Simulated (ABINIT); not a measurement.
## CdTe (F-43m): changed settings of a GW run in ABINIT

A base run on CdTe (F-43m), then changed inputs.

Method: PBE and many-body steps on it, plane waves, in ABINIT 10.8.3.

This is a report of a sequence of runs, with most program output left out.

## (1) The structure

Symmetry: F-43m, No. 216, cubic system. Conventional cell: a = 6.480 Å, b = 6.480 Å, c = 6.480 Å, α = 90.00°, β = 90.00°, γ = 90.00°. Nearest to Cd lie 4 Te at 2.81 Å. Nearest to Te lie 4 Cd at 2.81 Å. Farther neighbours and most contacts between anions are not listed.

As a file:

```cif
data_structure
_symmetry_space_group_name_H-M 'F-43m'
_symmetry_Int_Tables_number 216
_cell_length_a 6.4800
_cell_length_b 6.4800
_cell_length_c 6.4800
_cell_angle_alpha 90.000
_cell_angle_beta 90.000
_cell_angle_gamma 90.000
_cell_volume 272.10
loop_
_atom_site_label
_atom_site_type_symbol
_atom_site_symmetry_multiplicity
_atom_site_Wyckoff_symbol
_atom_site_fract_x
_atom_site_fract_y
_atom_site_fract_z
_atom_site_occupancy
Cd1 Cd 4 a 0.00000 0.00000 0.00000 1
Te1 Te 4 d 0.25000 0.25000 0.75000 1
```

The cell and positions come from the Crystallography Open Database and are kept as given unless a step says otherwise. Spin-orbit coupling is left out unless a step names it.

## (2) Screening, 4×4×4 mesh, 221 bands, screening to 190.5 eV

This step: ABINIT 10.8.3; RPA screening on PBE, plane waves, norm-conserving pseudopotentials.

The RPA dielectric matrix is built and inverted for each q.

The input, run.abi:

```
acell 3*1.0 Angstrom
rprim 
  0.000000000000 3.240000000000 3.240000000000
  3.240000000000 0.000000000000 3.240000000000
  3.240000000000 3.240000000000 0.000000000000
ntypat 2
znucl 48 52
natom 2
typat 1 2
xred 
  0.000000000000 0.000000000000 0.000000000000
  0.250000000000 0.250000000000 0.250000000000
pp_dirpath "pseudos"
pseudos "Cd.upf, Te.upf"
ecut 47
ngkpt 4 4 4
nshiftk 1
shiftk 0 0 0
kptopt 1
chksymbreak 0
istwfk *1
occopt 1
irdwfk 1
optdriver 3
nband 221
ecuteps 7
inclvkb 2
awtr 1
symchi 1
indata_prefix "in"
outdata_prefix "out"
tmpdata_prefix "tmp"
```

On the command line:

```sh
> OMP_NUM_THREADS=1 mpirun -n 4 abinit run.abi > log
```

Wall time 4.5 min (4 MPI ranks of Arm Neoverse V1, shared host); peak memory 2.9 GiB.

Numbers from this step:

```
ε∞ with local fields, on this mesh, along the program's q direction : 28.49
the same without local fields                                       : 29.83
plasma frequency                                                    : 27.01 eV
plane waves in the screening matrix                                 : 411
```

Local fields lower ε∞ by 5 %.

## (3) Base

The self-energy is evaluated for the states that the input lists, and the levels follow from it, in one-shot runs by the linearised quasiparticle equation.

This step: G0W0 on PBE, plane waves, norm-conserving pseudopotentials.

Changes to run.abi since step 2:

```diff
@@ -23,8 +23,15 @@
 irdwfk 1
-optdriver 3
+optdriver 4
 nband 221
+gwcalctyp 0
+ecutsigx 47
+symsigma 1
+nkptgw 1
+kptgw 
+  0.0000000000 0.0000000000 0.0000000000
+bdgw 
+  16 22
 ecuteps 7
-inclvkb 2
-awtr 1
-symchi 1
+irdscr 1
+ppmodel 1
 indata_prefix "in"
```

It took 30 s on 4 MPI ranks; peak memory 2.7 GiB.

Numbers from this step:

```yaml
g0w0_gap_on_the_points_computed: 1.857 eV
starting_gap_on_the_mesh: 0.7714 eV
k_of_the_valence_top: 0, 0, 0
k_of_the_conduction_bottom: 0, 0, 0
z_at_the_valence_top: 0.795
z_at_the_conduction_bottom: 0.807
least_direct_g0w0_gap_on_the_computed_points: 1.857 eV
```

The gap on the mesh goes from 0.77 eV to 1.86 eV, a correction of +1.09 eV.

## (4) Coulomb singularity

Changes to run.abi since step 3:

```diff
@@ -36,2 +36,3 @@
 ppmodel 1
+gw_icutcoul 0
 indata_prefix "in"
```

Elapsed: 30 s, on 4 MPI ranks; peak memory 2.5 GiB; 2 min of CPU time.

This step gave:

* G0W0 gap on the points computed: 1.868 eV
* starting gap on the mesh: 0.7714 eV
* k of the valence top: 0, 0, 0
* k of the conduction bottom: 0, 0, 0
* Z at the valence top: 0.799
* Z at the conduction bottom: 0.81
* least direct G0W0 gap on the computed points: 1.868 eV

Against G0W0 in ABINIT (4×4×4 mesh, 221 bands, screening to 190.5 eV, Godby-Needs plasmon pole), the gap moves by +0.011 eV.

## (5) The runs together

Times are wall times on 4 MPI ranks of Arm Neoverse V1, shared host, good to a factor of about two. A run's time includes the screening step that it read.

```
                run   mesh  bands  screening cutoff (eV)  DFT gap (eV)  gap on the mesh (eV)  direct (eV)  ε∞ used   time
               base  4×4×4    221                  190.5         0.771                 1.857        1.857    28.49  5 min
Coulomb singularity  4×4×4    221                  190.5         0.771                 1.868        1.868    28.49  5 min
```

## (6) Results

| Property | Result |
| --- | --- |
| base | 1.857 eV |
| Coulomb singularity | 1.868 eV |
| known limits | not at the basis limit; exchange with frozen shells missing; mesh may overstate the screening; no spin-orbit coupling; coarse k mesh |

**Reading.** Coulomb singularity: +0.011 eV against base (keys changed: gw_icutcoul). Bands and cutoff are finite, so the gap is not at the basis limit. The miss can reach some tenths of an eV and take either sign; the mesh is an error of its own. In the first G0W0 run levels were corrected at 1 k point alone, so a gap called «on the mesh» is the least over those, and an edge elsewhere would be missed. The 4×4×4 mesh is coarse for this cell, which bears on the long-range parts of exchange and screening. The norm-conserving file of at least one element keeps a d shell over frozen s and p shells of the same row. Exchange with those shells is missing from the self-energy, an error of 0.3 to 0.9 eV in cases checked, whose sign depends on which edge lies on those atoms. The RPA ε∞ on this mesh reaches over 25; with a narrow direct gap a coarse mesh can overstate it, and the correction is then too small. The many-body steps are scalar-relativistic: spin-orbit coupling is not in them.

[Paths, hosts, dates, memory and timing lines, banners, echoed tables and standing remarks are left out of the program output.]

[Logs are printed without paths, hosts, clocks, repeated set-up lines and the standing remarks that a program may print on its own settings, such as how far it seeks lower states.]

[Runs of the session that timed out or met a known fault of the program may be left out.]

[No measured gap is set beside runs whose start may be inverted or whose files or cutoffs have a known fault.]

[Hosts, paths, dates, database ids (printed as entryN), source tags and the programs' standing remarks are cut or masked in the printed files.]

[G0W0 gaps are taken among the corrected bands and points alone; a level outside them can change the order at an edge.]

[Where Ansatz stands beside ABINIT at settings called matched, ABINIT's density can come from a denser mesh and the files from another edition; pairs whose starting gaps differed by over 0.03 eV were left out, so agreement reads better than it is.]
